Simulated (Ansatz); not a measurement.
# Ru(0001) film, 3 layers, groove: surface scattering, part 2 of 2

Aim: how much of the in-plane current does the surface defect in Ru(0001) film, 3 layers, groove reflect?

Ansatz 0.2.0; Ansatz plane-wave DFT, PBE, PAW files; relaxation of the atoms about the surface defect; PAW set soft_1 (the session's first sound run).

So far. Step 2 (Relaxing about the defect): The largest force component on a free atom ends at 0.029 eV/Å, under the tolerance of 0.03, after 4 steps.

**3. Transmission along the film**

The film far from the defect is the lead. The first vector holds vacuum and takes one k-point. Energies from -0.05 to 0.05 eV in steps of 0.05 eV are too few for the program's thermal sum, so it prints no conductance; for a metal the transmission near the Fermi level serves, at a fraction of the cost.

This step: Ansatz plane-wave DFT, PBE, PAW files; ballistic transport by layer matching (Landauer), zero bias; PAW set soft_1 (Ansatz 0.2.0).

input.yaml

```yaml
crystal:
  lattice:
    - [15.2819, 0.0, 0.0]
    - [0.0, 2.7058, 0.0]
    - [0.0, 0.0, 37.492664601]
  atoms:
    - { symbol: Ru, position: [0.2944660023, 0.0, 0.0] }
    - { symbol: Ru, position: [0.2944660023, 0.5, 0.0625] }
    - { symbol: Ru, position: [0.4345631106, 0.0, 0.0416666667] }
    - { symbol: Ru, position: [0.4345631106, 0.5, 0.1041666667] }
    - { symbol: Ru, position: [0.574660219, 0.0, 0.0] }
    - { symbol: Ru, position: [0.574660219, 0.5, 0.0625] }
    - { symbol: Ru, position: [0.2944660023, 0.0, 0.125] }
    - { symbol: Ru, position: [0.2944660023, 0.5, 0.1875] }
    - { symbol: Ru, position: [0.4345631106, 0.0, 0.1666666667] }
    - { symbol: Ru, position: [0.4345631106, 0.5, 0.2291666667] }
    - { symbol: Ru, position: [0.574660219, 0.0, 0.125] }
    - { symbol: Ru, position: [0.574660219, 0.5, 0.1875] }
    - { symbol: Ru, position: [0.2944660023, 0.0, 0.25] }
    - { symbol: Ru, position: [0.2944660023, 0.5, 0.3125] }
    - { symbol: Ru, position: [0.4345631106, 0.0, 0.2916666667] }
    - { symbol: Ru, position: [0.4318957152, 0.5, 0.3539294814] }
    - { symbol: Ru, position: [0.574660219, 0.0, 0.25] }
    - { symbol: Ru, position: [0.574660219, 0.5, 0.3125] }
    - { symbol: Ru, position: [0.2944660023, 0.0, 0.375] }
    - { symbol: Ru, position: [0.2944660023, 0.5, 0.4375] }
    - { symbol: Ru, position: [0.4297881998, 0.0, 0.4174711299] }
    - { symbol: Ru, position: [0.4255605026, 0.5, 0.4791445009] }
    - { symbol: Ru, position: [0.5655728499, 0.0, 0.3726715753] }
    - { symbol: Ru, position: [0.2944660023, 0.0, 0.5] }
    - { symbol: Ru, position: [0.2944660023, 0.5, 0.5625] }
    - { symbol: Ru, position: [0.4258239453, 0.0, 0.5413252929] }
    - { symbol: Ru, position: [0.4319186487, 0.5, 0.6031842691] }
    - { symbol: Ru, position: [0.2944660023, 0.0, 0.625] }
    - { symbol: Ru, position: [0.2944660023, 0.5, 0.6875] }
    - { symbol: Ru, position: [0.4345631106, 0.0, 0.6666666667] }
    - { symbol: Ru, position: [0.4345631106, 0.5, 0.7291666667] }
    - { symbol: Ru, position: [0.5667233608, 0.0, 0.6270918711] }
    - { symbol: Ru, position: [0.574660219, 0.5, 0.6875] }
    - { symbol: Ru, position: [0.2944660023, 0.0, 0.75] }
    - { symbol: Ru, position: [0.2944660023, 0.5, 0.8125] }
    - { symbol: Ru, position: [0.4345631106, 0.0, 0.7916666667] }
    - { symbol: Ru, position: [0.4345631106, 0.5, 0.8541666667] }
    - { symbol: Ru, position: [0.574660219, 0.0, 0.75] }
    - { symbol: Ru, position: [0.574660219, 0.5, 0.8125] }
    - { symbol: Ru, position: [0.2944660023, 0.0, 0.875] }
    - { symbol: Ru, position: [0.2944660023, 0.5, 0.9375] }
    - { symbol: Ru, position: [0.4345631106, 0.0, 0.9166666667] }
    - { symbol: Ru, position: [0.4345631106, 0.5, 0.9791666667] }
    - { symbol: Ru, position: [0.574660219, 0.0, 0.875] }
    - { symbol: Ru, position: [0.574660219, 0.5, 0.9375] }
kpoints:
  mp_grid: { grid: [1, 12, 1] }
hamiltonian:
  xc: pbe
  pseudopotentials: { kind: paw, azcp: { folder: soft_1 } }
scf:
  occupations: { method: fermi_dirac, width: 0.1 }
output:
  transmission: { leads: [[0, 6]], kmesh: [1, 24], e_range: [-0.05, 0.05], de: 0.05 }
  write_potential: true
  write_density: true
  volumetric_format: npy
  elf: true
```

On the command line:

```console
> ansatz run input.yaml --threads 8 --pin off --max-ram 15360MiB --backend cpu --events-out ev --progress --plain --runs-dir out
```

Numbers of over 12 decimals in the logs are rounded to 6 here.

The program printed:

```text
[...]
Crystal: 45 atoms, lattice volume = 1550.313 Å³
Basis set: ecut = 420 eV, 30411 PW (Γ)
Bands: 432, of which v1, the nominal top of the filled ones, is band 360 counted from 1 (359 counted from 0)
Symmetry: 2 space group operations
[...]
k-points: 7 of 12
[...]
SCF iter   1: F=—  HF=-264539.075520 eV  |F-HF|=—  |Δ(HF+E_count)|=         —  Δρ=7.21e-2  dr2=1.11e2  ethr=3.10e-3  ⟨swp⟩=7.6  Hψ=12255  notcnv=0  defer=5
[...]
SCF iter  12: F=-264509.836690 eV  HF=-264509.836690 eV  |F-HF|=7.57e-9  |Δ(HF+E_count)|=   2.97e-8  Δρ=8.90e-7  dr2=2.17e-8  ethr=1.39e-11  ⟨swp⟩=8.3  Hψ=7281  notcnv=0
SCF 1 converged in 12 iterations: F = -264509.836690 eV  dr2 = 2.17e-8
[...]
transmission: 110 of 1092 steps passed
transmission: 224 of 1092 steps passed
[...]
transmission: 1092 of 1092 steps passed
WARN: The output density's exchange-correlation potential varies sharply where the density is thin. Do not read a vacuum level from v_tot or v_xc, or from such a field of the output density. On a cell that repeats whose density bears no net charge and no dipole along the vacuum's axis use v_es (v_loc + v_h of the components); under efield.dipole_correction with no amplitude use v_es + v_field, which holds any externa [...]
SCF converged after 12 iterations
Free energy (F): -264509.836690 eV
[...]
Internal energy: -264508.181525 eV  (E = F + TS)
E sigma→0 (E₀):  -264509.009108 eV
Entropy (-TS):   -1.655165 eV (-36.781 meV/atom)
Fermi energy:    6.317749 eV
[...]
--- Band table (eV; the first three rows and the last of 7) ---
  k-point 0: bands = [... 356 lower, 5.8260, 5.8459, 5.9416, 5.9958, 6.0037, 6.0565, 6.0775, 6.1253, ... 68 higher]
  k-point 1: bands = [... 356 lower, 5.7727, 5.7959, 5.8323, 5.8678, 5.8891, 5.9534, 5.9824, 6.0076, ... 68 higher]
  k-point 2: bands = [... 356 lower, 5.6168, 5.6499, 5.6717, 5.7258, 5.8050, 5.8109, 5.8420, 5.9432, ... 68 higher]
  k-point 6: bands = [... 356 lower, 6.9174, 6.9191, 6.9487, 6.9531, 6.9554, 6.9830, 6.9930, 7.0249, ... 68 higher]
--- Transmission ---
  basis      : 363 plane waves across, 84 finite elements along
  points     : 13, standing for a mesh of 1 x 24
  energies   : 3 from -0.050000 to 0.050000 eV about the Fermi level, 0.050000 eV apart; the leads are filled to 0.000000 eV, and channels, transmission and decay are at 0.000000 eV
  crystal 0  : Ru6, at the sites [0, 6], period 4.6866 Å, over 25.78 Å; its Hamiltonian steps by up to 3.5 meV
    offset         : up to 0.0000 Å between an atom of the period and one for which it stands
    channels       : 3.583333e0 a spin
    conductance    : none, the energies end too early or step too widely for 300 K: set another output.transmission.e_range or a lower de, or, where they end at an eighth of basis.ecutwfc, a higher one
  junction   : crystal 0 to crystal 0, 1.95 to 34.76 Å
    transmission   : 1.145292e0 a spin
[...]
```

The job ended after 5.1 min (8 threads of Intel Xeon Platinum 8488C (Sapphire Rapids), shared host; peak memory 11 GiB).

This step gave:

| Quantity | Value |
| --- | --- |
| free energy | -264509.8367 eV |
| energy at zero smearing | -264509.0091 eV |
| Fermi energy | 6.318 eV |
| cell area | 41.35 Å² |
| transmission per spin nearest the Fermi level | 1.145 |
| open channels per spin nearest the Fermi level | 3.583 |
| step of the lead's potential | 3.5 meV |

Per spin. The transmission, zone mean by energy, zero at the Fermi level:

```tsv
energy (eV)	transmission, zone mean
-0.0500	1.07
0.0000	1.15
0.0500	1.28
```

Per spin. The open channels, zone mean, lead by energy, zero at the Fermi level:

```tsv
energy (eV)	open channels, zone mean, lead
-0.0500	3.67
0.0000	3.58
0.0500	3.67
```

Valence density in the ca plane at fractional y = 0.000, with atoms of Ru within 0.2 Å of it. It is the smooth field of the valence electrons, not physical close to the nuclei.

Values in units of 1e0 e/Å³, 13 rows by 16 columns, each cell a mean:
```
0.0 0.0 0.0 0.0 0.0 0.0 0.0 0.0 0.0 0.0 0.0 0.0 0.0 0.0 0.0 0.0
0.0 0.0 0.0 0.0 0.0 0.0 0.0 0.0 0.0 0.0 0.0 0.0 0.0 0.0 0.0 0.0
0.0 0.0 0.0 0.0 0.0 0.0 0.0 0.0 0.0 0.0 0.0 0.0 0.0 0.0 0.0 0.0
0.0 0.0 0.0 0.0 0.0 0.0 0.0 0.0 0.0 0.0 0.0 0.0 0.0 0.0 0.0 0.0
0.0 0.2 0.5 0.1 0.1 0.1 0.8 0.4 0.1 0.1 0.2 0.9 0.2 0.1 0.1 0.5
0.1 2.6 6.7 0.5 0.3 0.4 6.2 3.2 0.3 0.3 1.4 7.4 1.0 0.3 0.3 3.9
0.2 0.5 1.1 2.0 0.8 0.2 0.6 0.9 2.1 0.3 0.3 0.7 1.5 1.4 0.2 0.5
0.3 0.3 0.5 6.2 2.2 0.3 0.3 1.8 6.5 0.7 0.3 0.3 4.3 4.3 0.3 0.3
0.3 1.7 3.0 0.5 0.3 0.3 3.0 1.7 0.4 0.3 0.8 3.6 0.7 0.4 0.2 1.9
0.2 2.3 4.4 0.3 0.3 0.3 4.4 2.3 0.2 0.3 1.0 5.3 0.7 0.3 0.2 2.7
0.0 0.1 0.1 0.0 0.0 0.0 0.1 0.1 0.0 0.0 0.0 0.1 0.0 0.0 0.0 0.1
0.0 0.0 0.0 0.0 0.0 0.0 0.0 0.0 0.0 0.0 0.0 0.0 0.0 0.0 0.0 0.0
0.0 0.0 0.0 0.0 0.0 0.0 0.0 0.0 0.0 0.0 0.0 0.0 0.0 0.0 0.0 0.0
```
Columns run along c (16.0 Å, from fractional 0.57 to 1.00 of the cell), rows up along a (15.3 Å). Atoms in or near the plane, at fractional coordinates: Ru at (0.62, 0.29), Ru at (0.67, 0.43), Ru at (0.63, 0.57), Ru at (0.75, 0.29), Ru at (0.79, 0.43), Ru at (0.75, 0.57), Ru at (0.87, 0.29), Ru at (0.92, 0.43), Ru at (0.87, 0.57).

ELF in the ca plane at fractional y = 0.000, with atoms of Ru within 0.2 Å of it. It is the smooth field of the valence electrons, not physical close to the nuclei.

Values, 13 rows by 16 columns, each cell a mean:
```
0.00 0.00 0.00 0.00 0.00 0.00 0.00 0.00 0.00 0.00 0.00 0.00 0.00 0.00 0.00 0.00
0.00 0.00 0.00 0.00 0.00 0.00 0.00 0.00 0.00 0.00 0.00 0.00 0.00 0.00 0.00 0.00
0.00 0.00 0.01 0.01 0.01 0.01 0.01 0.01 0.01 0.01 0.01 0.01 0.01 0.01 0.01 0.01
0.01 0.02 0.05 0.10 0.10 0.10 0.05 0.06 0.10 0.10 0.08 0.04 0.09 0.10 0.10 0.06
0.04 0.12 0.20 0.27 0.30 0.28 0.24 0.23 0.32 0.30 0.23 0.25 0.26 0.31 0.30 0.22
0.12 0.41 0.55 0.32 0.30 0.30 0.53 0.44 0.31 0.31 0.36 0.57 0.34 0.31 0.30 0.46
0.28 0.31 0.34 0.39 0.28 0.25 0.31 0.33 0.39 0.24 0.27 0.31 0.36 0.33 0.24 0.29
0.28 0.29 0.29 0.53 0.38 0.29 0.29 0.37 0.54 0.29 0.30 0.28 0.47 0.46 0.28 0.29
0.25 0.35 0.42 0.29 0.27 0.25 0.41 0.37 0.29 0.26 0.29 0.44 0.31 0.28 0.25 0.36
0.35 0.39 0.47 0.32 0.32 0.31 0.47 0.39 0.34 0.34 0.33 0.50 0.33 0.34 0.33 0.40
0.22 0.13 0.09 0.20 0.21 0.19 0.09 0.13 0.23 0.22 0.16 0.09 0.18 0.22 0.22 0.11
0.03 0.03 0.02 0.03 0.03 0.03 0.02 0.03 0.04 0.04 0.03 0.02 0.03 0.04 0.04 0.03
0.00 0.00 0.00 0.00 0.00 0.00 0.00 0.00 0.00 0.00 0.00 0.00 0.00 0.00 0.00 0.00
```
Columns run along c (16.0 Å, from fractional 0.57 to 1.00 of the cell), rows up along a (15.3 Å). Atoms in or near the plane, at fractional coordinates: Ru at (0.62, 0.29), Ru at (0.67, 0.43), Ru at (0.63, 0.57), Ru at (0.75, 0.29), Ru at (0.79, 0.43), Ru at (0.75, 0.57), Ru at (0.87, 0.29), Ru at (0.92, 0.43), Ru at (0.87, 0.57).

Electrostatic potential energy in the ca plane at fractional y = 0.000, with atoms of Ru within 0.2 Å of it. With pseudopotentials it is smooth inside the atoms' cores, unlike the true potential.

Ten even steps from '0' (-71 eV) to '9' (11 eV), each cell a mean:
```
99999999999999999999999999999999999999999999
99999999999999999999999999999999999999999999
99999999999999999999999999999999999999999999
99999999999999999999999999999999999999999999
99999999999999999999999999999999999999999999
99999999999999999999999999999999999999999999
99999999999999999999999999999999999999999999
99999999999999999999999999999999999999999999
99999888999999999877899999999977799999999987
99985113799999996200489999998510158999999840
99973001699999996100489999998500058999999840
99997556888999999767888899999876788889999987
99999998632479999999852258999999974226899999
89999997200069999999610017999999850002899999
99999998643589999999863368999999985347999999
99987557899999998655789999999865689999999985
99972002799999996100389999998400048999999830
99974114899999997311589999998621268999999851
99998888999999999888999999999988899999999998
99999999999999999999999999999999999999999999
99999999999999999999999999999999999999999999
99999999999999999999999999999999999999999999
99999999999999999999999999999999999999999999
99999999999999999999999999999999999999999999
```
Columns run along c (16.0 Å, from fractional 0.57 to 1.00 of the cell; values clipped at the 3rd and 97th percentile), rows up along a (15.3 Å). Atoms in or near the plane, at fractional coordinates: Ru at (0.62, 0.29), Ru at (0.67, 0.43), Ru at (0.63, 0.57), Ru at (0.75, 0.29), Ru at (0.79, 0.43), Ru at (0.75, 0.57), Ru at (0.87, 0.29), Ru at (0.92, 0.43), Ru at (0.87, 0.57).

Over the solved energies the transmission per spin lies between 1.07 and 1.28, out of 3.64 channels of the lead on average (up to 3.67).

**4. Share that passes**

This step: Ansatz plane-wave DFT, PBE, PAW files; ballistic transport by layer matching (Landauer), zero bias; share of the film's channels that pass the defect (the area holds the vacuum); PAW set soft_1 (Ansatz 0.2.0).

Numbers from this step:

| Quantity | Value |
| --- | --- |
| T over the leads' mean channel count | 0.3209 |

Averaged over the energies near the Fermi level, 32.1 % of the channels pass.

**5. Summary of results**

| Quantity | Value |
| --- | --- |
| share of the film's channels that pass | 0.321 |

32 % of the film's channels pass the defect. The film is 3 layers thick, so the defect disturbs a good part of its section. It runs straight across the current without end, so the wavevector along it is kept. Only atoms near the defect are relaxed, while the rest of the face keeps bulk spacings, so part of the reflection may come from that relaxed patch.

[Logs are printed without paths, hosts, clocks, repeated set-up lines and the standing remarks that a program may print on its own settings, such as how far it seeks lower states.]

[Hosts, paths, dates, database ids (printed as entryN), source tags and the programs' standing remarks are cut or masked in the printed files.]
